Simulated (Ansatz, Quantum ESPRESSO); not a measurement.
# BeSi (Pm-3m): phonons by linear response, part 3 of 4

How does BeSi (Pm-3m) vibrate, and is this structure a minimum?

Quantum ESPRESSO 7.5; DFT LDA, scalar-relativistic, plane waves, JTH PAW pseudopotentials.

So far, highest frequency (cm⁻¹): step 7 (dispersion) 381. Also lowest frequency on the path (cm⁻¹): step 7 -227. The relaxed cell has a = 2.797 Å (conventional setting).

The structure was built from a prototype and need not be the compound's stable phase.

### 9. Zone-centre analysis

A rigid shift of the crystal must cost nothing, but grids and finite bases break this; the acoustic sum rule is imposed before the matrix is diagonalised again.

dynmat.in reads:

```
 &input
    fildyn='x.dyn1',
    asr='simple',
    fileig='dynmat.eig',
 /
```

The run is started by

```bash
dynmat.x -in dynmat.in > dynmat.out
```

Numbers of over 12 decimals in the logs are rounded to 6 here.

The log of the run:

```text
[banner, memory and clock lines left out]
Program DYNMAT v.7.5

     Reading Dynamical Matrix from file x.dyn1
     ...Force constants read
     ...epsilon and Z* not read (not found on file)
     A direction for q was not specified:TO-LO splitting will be absent

     Polarizability (A^3 units)
     multiply by 1.000000 for Clausius-Mossotti correction
         0.000000    0.000000    0.000000
         0.000000    0.000000    0.000000
         0.000000    0.000000    0.000000

     IR activities are in (D/A)^2/amu units

# mode   [cm-1]    [THz]      IR
    1     -0.00   -0.0000    0.0000
    2      0.00    0.0000    0.0000
    3      0.00    0.0000    0.0000
    4    308.51    9.2488    0.0000
    5    308.51    9.2488    0.0000
    6    308.51    9.2488    0.0000
```

Wall time 0.6 s (1 thread of Intel Xeon Platinum 8175M at 2.50GHz (Skylake/Cascade Lake), shared host).

Numbers from this step:

```
highest optical zone-centre mode (no LO-TO term) : 308.5 cm⁻¹
lowest optical zone-centre mode                  : 308.5 cm⁻¹
```

Unit eigenvectors of the mass-weighted matrix after the sum rule; no LO-TO term. Modes at Γ, with each element's share of the kinetic energy:

| mode | frequency (cm⁻¹) | symmetry | Be % | Si % |
| --- | --- | --- | --- | --- |
| 1 | 0.0 | acoustic | 24 | 76 |
| 2 | 0.0 | acoustic | 24 | 76 |
| 3 | 0.0 | acoustic | 24 | 76 |
| 4 | 308.5 | T1u | 76 | 24 |
| 5 | 308.5 | T1u | 76 | 24 |
| 6 | 308.5 | T1u | 76 | 24 |

Displacements in mode 4 (308.5 cm⁻¹), the largest set to 1:
```
Be1  0.00  0.00  1.00
Si2  0.00  0.00 -0.32
```

The rule moves no optical mode by more than 0.2 cm⁻¹.

### 10. Sum rules set otherwise: a sum rule for molecules or wires on a crystal

This rule also removes rotations, which suits wires and not a crystal; it is tried to see the harm.

dynmat.in reads:

```
 &input
    fildyn='x.dyn1',
    asr='one-dim',
    fileig='dynmat.eig',
 /
```

The run is started by

```bash
dynmat.x -in dynmat.in > dynmat.out
```

The log of the run:

```text
[banner, memory and clock lines left out]
Program DYNMAT v.7.5

     Reading Dynamical Matrix from file x.dyn1
     ...Force constants read
     ...epsilon and Z* not read (not found on file)
asr rotation axis in 1D system=    3
     Acoustic Sum Rule: || Z*(ASR) - Z*(orig)|| =    0.000000E+00
     Acoustic Sum Rule: ||dyn(ASR) - dyn(orig)||=    9.824511E-02
     A direction for q was not specified:TO-LO splitting will be absent

     Polarizability (A^3 units)
     multiply by 1.000000 for Clausius-Mossotti correction
         0.000000    0.000000    0.000000
         0.000000    0.000000    0.000000
         0.000000    0.000000    0.000000

     IR activities are in (D/A)^2/amu units

# mode   [cm-1]    [THz]      IR
    1     -0.00   -0.0000    0.0000
    2     -0.00   -0.0000    0.0000
    3     -0.00   -0.0000    0.0000
    4      0.00    0.0000    0.0000
    5    308.42    9.2463    0.0000
    6    308.42    9.2463    0.0000
```

Run time: 0.59 s. Hardware: 1 thread.

The run ended normally, but on settings that are not sound.

The fault: a sum rule for molecules or wires on a crystal; 1 optical mode is projected out to zero frequency, as if it were a rotation.

For a crystal the rule has to be 'simple' or 'crystal'.

Zone-centre frequencies as printed; negative means imaginary. Modes:

```csv
mode,frequency (cm⁻¹)
1,0
2,0
3,0
4,0
5,308.4
6,308.4
```

### 11. Sum rules set otherwise (asr crystal)

The rule can be imposed in more than one way; the choices should agree where the raw error is small.

dynmat.in reads:

```
 &input
    fildyn='x.dyn1',
    asr='crystal',
    fileig='dynmat.eig',
 /
```

The run is started by

```bash
dynmat.x -in dynmat.in > dynmat.out
```

The log of the run:

```text
[banner, memory and clock lines left out]
Program DYNMAT v.7.5

     Reading Dynamical Matrix from file x.dyn1
     ...Force constants read
     ...epsilon and Z* not read (not found on file)
     Acoustic Sum Rule: || Z*(ASR) - Z*(orig)|| =    0.000000E+00
     Acoustic Sum Rule: ||dyn(ASR) - dyn(orig)||=    1.091786E-04
     A direction for q was not specified:TO-LO splitting will be absent

     Polarizability (A^3 units)
     multiply by 1.000000 for Clausius-Mossotti correction
         0.000000    0.000000    0.000000
         0.000000    0.000000    0.000000
         0.000000    0.000000    0.000000

     IR activities are in (D/A)^2/amu units

# mode   [cm-1]    [THz]      IR
    1     -0.00   -0.0000    0.0000
    2     -0.00   -0.0000    0.0000
    3      0.00    0.0000    0.0000
    4    308.42    9.2463    0.0000
    5    308.42    9.2463    0.0000
    6    308.42    9.2463    0.0000
```

Elapsed: 0.58 s, on 1 thread.

Numbers from this step:

```
highest optical zone-centre mode (no LO-TO term) : 308.4 cm⁻¹
lowest optical zone-centre mode                  : 308.4 cm⁻¹
```

Zone-centre frequencies as printed; negative means imaginary. Modes:

```
mode  frequency (cm⁻¹)
   1                 0
   2                 0
   3                 0
   4             308.4
   5             308.4
   6             308.4
```

Against the first rule no mode moves by more than 0.1 cm⁻¹.

### 12. The dispersion under another sum rule (asr crystal)

The sum rule corrects the force constants themselves, so it can shift branches at any wavevector, low ones most.

matdyn.in reads:

```
 &input
    asr='crystal',
    flfrc='x.fc',
    flfrq='x.freq',
    flvec='x.modes',
    q_in_band_form=.true.,
    q_in_cryst_coord=.true.,
 /
8
  0.0000000   0.0000000   0.0000000   8  ! GAMMA
  0.0000000   0.5000000   0.0000000   8  ! X
  0.5000000   0.5000000   0.0000000   8  ! M
  0.0000000   0.0000000   0.0000000   8  ! GAMMA
  0.5000000   0.5000000   0.5000000   8  ! R
  0.0000000   0.5000000   0.0000000   1  ! X
  0.5000000   0.5000000   0.5000000   8  ! R
  0.5000000   0.5000000   0.0000000   1  ! M
```

The run is started by

```bash
matdyn.x -in matdyn.in > matdyn.out
```

The log of the run:

```text
[banner, memory and clock lines left out]
Program MATDYN v.7.5

 mass for atomic type   1 not given; uses mass from file x.fc
 mass for atomic type   2 not given; uses mass from file x.fc
 Norm of the difference between old and new effective charges:    0.000000

 Norm of the difference between old and new force-constants:   1.36473e-05

     Message from routine matdyn:
     Z* not found in file x.fc, TO-LO splitting at q=0 will be absent!
     Message from routine matdyn:
     Z* not found in file x.fc, TO-LO splitting at q=0 will be absent!

Note: The following floating-point exceptions are signalling: IEEE_UNDERFLOW_FLAG
```

Elapsed: 0.62 s, on 1 thread.

Read from the output:

| Property | Result |
| --- | --- |
| lowest frequency on the path | -226.7 cm⁻¹ |

At the labelled points the branches move by no more than 0.4 cm⁻¹.

[end of part 3 of 4]

[Host names and launcher messages were left out of these logs when they were recorded.]

[Logs are printed without paths, hosts, clocks, repeated set-up lines and the standing remarks that a program may print on its own settings, such as how far it seeks lower states.]

[Hosts, paths, dates, database ids (printed as entryN), source tags and the programs' standing remarks are cut or masked in the printed files.]
